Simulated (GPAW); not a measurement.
**Screening of a field by HfGe2As4 monolayer**

How does HfGe2As4 monolayer screen a perpendicular field?

Main program and level: GPAW 26.7.0; GPAW, PAW setups; layer in a repeated cell with vacuum, relaxation of atoms and in-plane cell, in the first sound run; inputs show where later runs differ.

**1. The starting structure**

The cell holds 7 atoms: 4 As, 2 Ge and 1 Hf. Cell: a = 3.730 Å, b = 3.730 Å, c = 25.770 Å, α = 90.0°, β = 90.0°, γ = 120.0°. Vacuum lies along c.

**2. Relaxation**

The atoms are relaxed first, since the surface dipole, and with it the work function, follows the positions of the outer layers.

The input, run.py:

```python
import json
import numpy as np
from ase import Atoms
from ase.filters import FrechetCellFilter
from ase.optimize import BFGS
from gpaw import GPAW, PW

slab = Atoms(
    ['As', 'Ge', 'As', 'Hf', 'As', 'Ge', 'As'],
    positions=[
        [0.00000, 0.00000, 8.00000],
        [-0.00000, 2.15352, 8.86300],
        [-0.00000, 2.15352, 11.18300],
        [0.00000, 0.00000, 12.88517],
        [-0.00000, 2.15352, 14.58734],
        [-0.00000, 2.15352, 16.90734],
        [0.00000, 0.00000, 17.77034]],
    cell=[[3.73, 0.0, 0.0], [-1.865, 3.23027, 0.0], [0.0, 0.0, 25.7703]],
    pbc=[True, True, True])

slab.calc = GPAW(mode=PW(600), xc='PBE', kpts={'size': (9, 9, 1), 'gamma': True},
                 occupations={'name': 'fermi-dirac', 'width': 0.05}, nbands='200%',
                 convergence={'density': 1e-05}, maxiter=200,
                 symmetry={'tolerance': 1e-3}, txt='slab.txt')
result = {}
# The in-plane cell is free; stress needs a cell that repeats along all three vectors
path = []
opt = BFGS(FrechetCellFilter(slab, mask=[1, 1, 0, 0, 0, 1]), maxstep=0.2)
opt.attach(lambda: path.append((slab.get_potential_energy(), slab.positions.tolist(), slab.get_forces().tolist())))
result['relaxed'] = bool(opt.run(fmax=0.02, steps=45))
result['path'] = path
result['cell'] = slab.cell.tolist()
print('in-plane lattice', slab.cell.cellpar().round(4)[[0, 1, 5]])
energy = slab.get_potential_energy()
fermi = slab.calc.get_fermi_level()
v = slab.calc.get_electrostatic_potential().mean((0, 1)) - fermi
n = slab.calc.get_pseudo_density().mean((0, 1))
L = slab.cell[2, 2]
z = np.arange(len(v)) * L / len(v)
low, high = slab.positions[:, 2].min(), slab.positions[:, 2].max()
below, above = np.interp([low - 5.8, high + 5.8], z, v)
slopes = [np.interp(x, z, np.gradient(v, z)) for x in (low - 5.8, high + 5.8)]
eps = np.array([[slab.calc.get_eigenvalues(k, s) for k in range(len(slab.calc.get_ibz_k_points()))]
                for s in range(slab.calc.get_number_of_spins())]) - fermi
top, bottom = eps[eps < 0].max(), eps[eps > 0].min()
dipole = slab.get_dipole_moment()[2]
print(f'energy {energy:.4f} eV, Fermi level {fermi:.4f} eV, dipole {dipole:.5f} e A')
print(f'potential 5.8 A off the faces, from the Fermi level: lower {below:.4f} eV, upper {above:.4f} eV')
print(f'slope of the potential there: lower {slopes[0]:.5f}, upper {slopes[1]:.5f} eV/A')
print(f'nearest levels on the mesh: {top:.4f} and {bottom:.4f} eV')
print('magnetic moment', round(slab.get_magnetic_moment(), 3))
result.update(energy=energy, fermi=fermi, dipole=dipole, below=below, above=above, slopes=slopes, edges=[top, bottom],
              z=z.tolist(), v=v.tolist(), n=n.tolist(), positions=slab.positions.tolist(),
              forces=slab.get_forces(apply_constraint=False).tolist(), moments=slab.get_magnetic_moments().tolist())
json.dump(result, open('result.json', 'w'))
```

Started as:

```
$ OMP_NUM_THREADS=1 OPENBLAS_NUM_THREADS=1 python run.py
```

The program printed:

```text
Step          Energy          fmax
BFGS:    0      -35.244562        3.002144
BFGS:    1      -35.727264        2.395598
BFGS:    2      -36.525640        0.702733
BFGS:    3      -36.546884        0.538153
BFGS:    4      -36.589229        0.497154
BFGS:    5      -36.618090        0.393308
BFGS:    6      -36.643932        0.325597
BFGS:    7      -36.654128        0.236923
BFGS:    8      -36.658428        0.102848
BFGS:    9      -36.659416        0.052137
BFGS:   10      -36.659580        0.038456
BFGS:   11      -36.659685        0.031355
BFGS:   12      -36.659900        0.041212
BFGS:   13      -36.660260        0.043916
BFGS:   14      -36.660641        0.030836
BFGS:   15      -36.660837        0.013982
in-plane lattice [  3.8736   3.8736 120.    ]
energy -36.6572 eV, Fermi level 0.2799 eV, dipole 0.00231 e A
potential 5.8 A off the faces, from the Fermi level: lower 4.9999 eV, upper 4.9979 eV
slope of the potential there: lower 0.00036, upper 0.00065 eV/A
nearest levels on the mesh: -0.1672 and 0.0362 eV
magnetic moment 0.0
```

Elapsed: 15 min, on 1 thread of Intel Xeon 6975P-C (Granite Rapids), shared host; peak memory 0.83 GiB.

This step gave:

```yaml
dipole_along_the_normal: 0.002312 e·Å
levels_nearest_the_fermi_level_on_the_mesh: -0.1672, 0.03615 eV from the Fermi level
```

Table of electrostatic potential energy of an electron (without an applied field's), less the Fermi level, planar mean by z:

```csv
z (Å),"electrostatic potential energy of an electron (without an applied field's), less the Fermi level, planar mean (eV)"
0.0,5.00
0.5,5.00
1.0,5.00
1.5,5.00
2.0,5.00
2.5,5.00
3.0,5.00
3.5,5.00
4.0,5.00
4.5,5.00
5.0,4.98
5.5,4.93
6.0,4.73
6.5,3.91
7.0,0.784
7.5,-8.20
8.0,-11.5
8.5,-9.14
9.0,-11.1
9.5,-2.07
10.0,2.32
10.5,1.50
11.0,-5.66
11.5,-10.3
12.0,-5.06
12.5,-10.4
13.0,-14.6
13.5,-6.59
14.0,-6.82
14.5,-10.2
15.0,-1.47
15.5,2.51
16.0,1.02
16.5,-6.28
17.0,-11.7
17.5,-8.92
18.0,-12.3
18.5,-3.30
19.0,2.71
19.5,4.42
20.0,4.85
20.5,4.96
21.0,4.99
21.5,4.99
22.0,5.00
22.5,5.00
23.0,5.00
23.5,5.00
24.0,5.00
24.5,5.00
25.0,5.00
25.5,5.00
```

The pseudo valence density, planar mean oscillates, so the rows of the table below give means over windows of 1 Å about each position, cut where the curve ends. Its maxima inside the range that stand out by 2 % of the span (Å: e/Å³): 7.4: 0.231, 8.4: 0.386, 9.3: 0.199, 10.9: 0.222, 13.0: 0.791, 14.9: 0.222, 16.5: 0.199, 17.4: 0.386, 18.4: 0.231. Its minima: 7.7: 0.161, 8.9: 0.0606, 10.0: 0.105, 11.4: 0.164, 14.4: 0.164, 15.8: 0.105, 16.8: 0.0606, 18.1: 0.160.

The pseudo valence density, planar mean by z; means over each step:

z (Å), pseudo valence density, planar mean (e/Å³) and a bar:
```
        4      0.000 
        5      0.001 
        6      0.016 #
        7      0.146 #######
        8      0.270 #############
        9      0.173 ########
       10      0.127 ######
       11      0.190 #########
       12      0.350 ################
       13      0.641 ##############################
       14      0.283 #############
       15      0.178 ########
       16      0.141 #######
       17      0.214 ##########
       18      0.235 ###########
       19      0.104 #####
       20      0.009 
       21      0.001 
       22      0.000
```

The relaxation lowered the energy of the cell by 1.42 eV (energies extrapolated to zero smearing; the optimiser's log prints free energies). The largest force left on a free atom is 0.014 eV/Å.

**3. Plane waves, PBE**

With the geometry fixed, the planar mean of the potential gives the vacuum level on each side.

This step: GPAW, PAW setups; slab in vacuum (GPAW 26.7.0).

The cell differs from the one that the last finished run ended in (c 25.770 → 26.202 Å).

Edit run.py of step 2 so:

```diff
@@ -3,4 +3,2 @@
 from ase import Atoms
-from ase.filters import FrechetCellFilter
-from ase.optimize import BFGS
 from gpaw import GPAW, PW
@@ -10,25 +8,18 @@
     positions=[
-        [0.00000, 0.00000, 8.00000],
-        [-0.00000, 2.15352, 8.86300],
-        [-0.00000, 2.15352, 11.18300],
-        [0.00000, 0.00000, 12.88517],
-        [-0.00000, 2.15352, 14.58734],
-        [-0.00000, 2.15352, 16.90734],
-        [0.00000, 0.00000, 17.77034]],
-    cell=[[3.73, 0.0, 0.0], [-1.865, 3.23027, 0.0], [0.0, 0.0, 25.7703]],
-    pbc=[True, True, True])
+        [-0.00000, -0.00000, 8.00000],
+        [0.00000, 2.23644, 9.12063],
+        [0.00000, 2.23644, 11.57682],
+        [-0.00000, 0.00000, 13.10079],
+        [0.00000, 2.23644, 14.62477],
+        [0.00000, 2.23644, 17.08095],
+        [-0.00000, -0.00000, 18.20159]],
+    cell=[[3.87361, -0.0, 0.0], [-1.93681, 3.35464, 0.0], [0.0, 0.0, 26.2016]],
+    pbc=[True, True, False])
 
-slab.calc = GPAW(mode=PW(600), xc='PBE', kpts={'size': (9, 9, 1), 'gamma': True},
+slab.calc = GPAW(mode=PW(400), xc='PBE', kpts={'size': (9, 9, 1), 'gamma': True},
                  occupations={'name': 'fermi-dirac', 'width': 0.05}, nbands='200%',
                  convergence={'density': 1e-05}, maxiter=200,
+                 poissonsolver={'dipolelayer': 'xy'},
                  symmetry={'tolerance': 1e-3}, txt='slab.txt')
 result = {}
-# The in-plane cell is free; stress needs a cell that repeats along all three vectors
-path = []
-opt = BFGS(FrechetCellFilter(slab, mask=[1, 1, 0, 0, 0, 1]), maxstep=0.2)
-opt.attach(lambda: path.append((slab.get_potential_energy(), slab.positions.tolist(), slab.get_forces().tolist())))
-result['relaxed'] = bool(opt.run(fmax=0.02, steps=45))
-result['path'] = path
-result['cell'] = slab.cell.tolist()
-print('in-plane lattice', slab.cell.cellpar().round(4)[[0, 1, 5]])
 energy = slab.get_potential_energy()
```

The program printed:

```text
energy -36.6456 eV, Fermi level 0.1934 eV, dipole 0.00106 e A
potential 5.8 A off the faces, from the Fermi level: lower 4.9961 eV, upper 5.0007 eV
slope of the potential there: lower -0.00016, upper 0.00016 eV/A
nearest levels on the mesh: -0.1672 and 0.0360 eV
magnetic moment 0.0
```

The job ended after 37 s (1 thread; peak memory 0.27 GiB).

This step gave:

- dipole along the normal: 0.001061 e·Å
- levels nearest the Fermi level on the mesh: -0.1672, 0.03602 eV from the Fermi level
- upper work function: 5.001 eV
- lower work function: 4.996 eV

The electrostatic potential energy of an electron (without an applied field's), less the Fermi level, planar mean oscillates, so the rows of the table below give means over windows of 1.78 Å about each position, cut where the curve ends. Its maxima inside the range that stand out by 2 % of the span (Å: eV): 8.6: -8.62, 10.4: 2.61, 12.3: -5.02, 13.9: -5.02, 15.8: 2.61, 17.6: -8.62. Its minima: 8.1: -12.5, 9.1: -12.0, 11.6: -10.8, 13.1: -15.2, 14.6: -10.8, 17.1: -12.0, 18.1: -12.5.

The electrostatic potential energy of an electron (without an applied field's), less the Fermi level, planar mean by z; means over each step:

```csv
z (Å),"electrostatic potential energy of an electron (without an applied field's), less the Fermi level, planar mean (eV)"
0.89,5.00
2.67,5.00
4.45,4.99
6.23,4.32
8.01,-7.72
9.79,-3.15
11.57,-5.79
13.35,-9.75
15.13,-3.54
16.91,-6.42
18.69,-4.21
20.47,4.83
22.25,5.00
24.03,5.00
25.81,5.00
```

The pseudo valence density, planar mean oscillates, so the rows of the table below give means over windows of 0.5 Å about each position, cut where the curve ends. Its maxima inside the range that stand out by 2 % of the span (Å: e/Å³): 7.55: 0.230, 8.59: 0.391, 9.64: 0.199, 11.11: 0.225, 13.00: 0.783, 15.09: 0.225, 16.56: 0.199, 17.61: 0.391, 18.66: 0.230. Its minima: 7.97: 0.160, 9.22: 0.0730, 10.27: 0.104, 11.53: 0.157, 14.67: 0.157, 15.93: 0.104, 16.98: 0.0730, 18.24: 0.160.

Pseudo valence density, planar mean against z; means over each step:

```csv
z (Å),"pseudo valence density, planar mean (e/Å³)"
4.0,2.9e-5
4.5,1.1e-4
5.0,4.4e-4
5.5,0.00185
6.0,0.00716
6.5,0.0287
7.0,0.100
7.5,0.202
8.0,0.205
8.5,0.343
9.0,0.172
9.5,0.162
10.0,0.133
10.5,0.122
11.0,0.195
11.5,0.188
12.0,0.300
12.5,0.426
13.0,0.718
13.5,0.545
14.0,0.343
14.5,0.215
15.0,0.202
15.5,0.148
16.0,0.114
16.5,0.172
17.0,0.125
17.5,0.314
18.0,0.260
18.5,0.200
19.0,0.148
19.5,0.0483
20.0,0.0126
20.5,0.00324
21.0,7.6e-4
21.5,2.0e-4
22.0,5.0e-5
```

The potential is flat to 1.6e-4 eV/Å where it is read, so the vacuum is wide enough.

**4. Field on**

A uniform field along the normal polarises the slab; the atoms stay fixed, so this is the electronic response alone.

Edit run.py of step 3 so:

```diff
@@ -4,2 +4,3 @@
 from gpaw import GPAW, PW
+from gpaw.external import ConstantElectricField
 
@@ -22,2 +23,3 @@
                  poissonsolver={'dipolelayer': 'xy'},
+                 external=ConstantElectricField(-0.2, [0, 0, 1]),
                  symmetry={'tolerance': 1e-3}, txt='slab.txt')
```

The program printed:

```text
energy -36.6634 eV, Fermi level 0.1915 eV, dipole -0.17775 e A
potential 5.8 A off the faces, from the Fermi level: lower 3.7639 eV, upper 6.2405 eV
slope of the potential there: lower -0.00026, upper 0.00007 eV/A
nearest levels on the mesh: -0.1670 and 0.0363 eV
magnetic moment 0.0
```

Run time: 2.7 min. Hardware: 1 thread; peak memory 0.49 GiB.

This step gave:

| Quantity | Value |
| --- | --- |
| dipole along the normal | -0.1777 e·Å |
| levels nearest the Fermi level on the mesh | -0.1670, 0.03631 eV from the Fermi level |
| potential below the slab, the applied field's own ramp left out | 3.764 eV from the Fermi level |
| potential above the slab, the applied field's own ramp left out | 6.240 eV from the Fermi level |

The electrostatic potential energy of an electron (without an applied field's), less the Fermi level, planar mean oscillates, so the rows of the table below give means over windows of 1.83 Å about each position, cut where the curve ends. Its maxima inside the range that stand out by 2 % of the span (Å: eV): 8.6: -9.49, 10.4: 2.08, 12.3: -5.18, 13.9: -4.86, 15.8: 3.14, 17.6: -7.75, 24.6: 6.24. Its minima: 8.1: -13.4, 9.1: -12.7, 11.6: -11.1, 13.1: -15.2, 14.6: -10.5, 17.1: -11.2, 18.1: -11.5.

Electrostatic potential energy of an electron (without an applied field's), less the Fermi level, planar mean against z; means over each step:

```csv
z (Å),"electrostatic potential energy of an electron (without an applied field's), less the Fermi level, planar mean (eV)"
0.92,3.89
2.75,3.76
4.58,3.76
6.41,2.68
8.23,-10.1
10.07,-2.00
11.89,-7.66
13.73,-9.70
15.55,-0.759
17.38,-8.69
19.21,1.55
21.05,6.20
22.88,6.24
24.70,6.24
```

The dipole is now -0.178 e Å, against 0.0011 in the run without a field.

**5. Field on**

Edit run.py of step 4 so:

```diff
@@ -23,3 +23,3 @@
                  poissonsolver={'dipolelayer': 'xy'},
-                 external=ConstantElectricField(-0.2, [0, 0, 1]),
+                 external=ConstantElectricField(-0.1, [0, 0, 1]),
                  symmetry={'tolerance': 1e-3}, txt='slab.txt')
```

The program printed:

```text
energy -36.6501 eV, Fermi level 0.1928 eV, dipole -0.08886 e A
potential 5.8 A off the faces, from the Fermi level: lower 4.3803 eV, upper 5.6185 eV
slope of the potential there: lower -0.00021, upper 0.00011 eV/A
nearest levels on the mesh: -0.1672 and 0.0361 eV
magnetic moment 0.0
```

Elapsed: 2.8 min, on 1 thread; peak memory 0.49 GiB.

Numbers from this step:

```yaml
dipole_along_the_normal: -0.08886 e·Å
levels_nearest_the_fermi_level_on_the_mesh: -0.1672, 0.03614 eV from the Fermi level
potential_below_the_slab_the_applied_field_s_own_ramp_left_out: 4.380 eV from the Fermi level
potential_above_the_slab_the_applied_field_s_own_ramp_left_out: 5.618 eV from the Fermi level
```

The electrostatic potential energy of an electron (without an applied field's), less the Fermi level, planar mean oscillates, so the rows of the table below give means over windows of 1.78 Å about each position, cut where the curve ends. Its maxima inside the range that stand out by 2 % of the span (Å: eV): 8.6: -9.05, 10.4: 2.35, 12.3: -5.10, 13.9: -4.94, 15.8: 2.88, 17.6: -8.19, 24.8: 5.62. Its minima: 8.1: -13.0, 9.1: -12.3, 11.6: -10.9, 13.1: -15.2, 14.6: -10.7, 17.1: -11.6, 18.1: -12.0.

Electrostatic potential energy of an electron (without an applied field's), less the Fermi level, planar mean against z; means over each step:

```csv
z (Å),"electrostatic potential energy of an electron (without an applied field's), less the Fermi level, planar mean (eV)"
0.89,4.45
2.67,4.38
4.45,4.38
6.23,3.73
8.01,-8.21
9.79,-3.47
11.57,-5.94
13.35,-9.73
15.13,-3.34
16.91,-6.06
18.69,-3.68
20.47,5.44
22.25,5.62
24.03,5.62
25.81,5.57
```

The dipole is now -0.0889 e Å, against 0.0011 in the run without a field.

**6. Field on**

Edit run.py of step 5 so:

```diff
@@ -23,3 +23,3 @@
                  poissonsolver={'dipolelayer': 'xy'},
-                 external=ConstantElectricField(-0.1, [0, 0, 1]),
+                 external=ConstantElectricField(-0.05, [0, 0, 1]),
                  symmetry={'tolerance': 1e-3}, txt='slab.txt')
```

The program printed:

```text
energy -36.6468 eV, Fermi level 0.1932 eV, dipole -0.04445 e A
potential 5.8 A off the faces, from the Fermi level: lower 4.6891 eV, upper 5.3084 eV
slope of the potential there: lower -0.00018, upper 0.00014 eV/A
nearest levels on the mesh: -0.1672 and 0.0361 eV
magnetic moment 0.0
```

Wall time 2.5 min (1 thread); peak memory 0.49 GiB.

The electrostatic potential energy of an electron (without an applied field's), less the Fermi level, planar mean oscillates, so the rows of the table below give means over windows of 1.78 Å about each position, cut where the curve ends. Its maxima inside the range that stand out by 2 % of the span (Å: eV): 8.6: -8.84, 10.4: 2.48, 12.3: -5.06, 13.9: -4.98, 15.8: 2.74, 17.6: -8.40. Its minima: 8.1: -12.7, 9.1: -12.1, 11.6: -10.9, 13.1: -15.2, 14.6: -10.7, 17.1: -11.8, 18.1: -12.2.

Electrostatic potential energy of an electron (without an applied field's), less the Fermi level, planar mean against z; means over each step:

z (Å), electrostatic potential energy of an electron (without an applied field's), less the Fermi level, planar mean (eV) and a bar from the least value:
```
     0.89        4.7 #############################
     2.67        4.7 #############################
     4.45        4.7 #############################
     6.23        4.0 ###########################
     8.01       -8.0 ####
     9.79       -3.3 #############
    11.57       -5.9 ########
    13.35       -9.7 
    15.13       -3.4 #############
    16.91       -6.2 #######
    18.69       -3.9 ############
    20.47        5.1 ##############################
    22.25        5.3 ##############################
    24.03        5.3 ##############################
    25.81        5.3 ##############################
```

**7. In a field**

Edit run.py of step 6 so:

```diff
@@ -23,3 +23,3 @@
                  poissonsolver={'dipolelayer': 'xy'},
-                 external=ConstantElectricField(-0.05, [0, 0, 1]),
+                 external=ConstantElectricField(0.05, [0, 0, 1]),
                  symmetry={'tolerance': 1e-3}, txt='slab.txt')
```

The program printed:

```text
energy -36.6468 eV, Fermi level 0.1932 eV, dipole 0.04445 e A
potential 5.8 A off the faces, from the Fermi level: lower 5.3084 eV, upper 4.6891 eV
slope of the potential there: lower -0.00014, upper 0.00018 eV/A
nearest levels on the mesh: -0.1672 and 0.0361 eV
magnetic moment 0.0
```

It took 2.5 min on 1 thread; peak memory 0.49 GiB.

[end of part 1 of 2]

[Logs are printed without paths, hosts, clocks, repeated set-up lines and the standing remarks that a program may print on its own settings, such as how far it seeks lower states.]

[Hosts, paths, dates, database ids (printed as entryN), source tags and the programs' standing remarks are cut or masked in the printed files.]
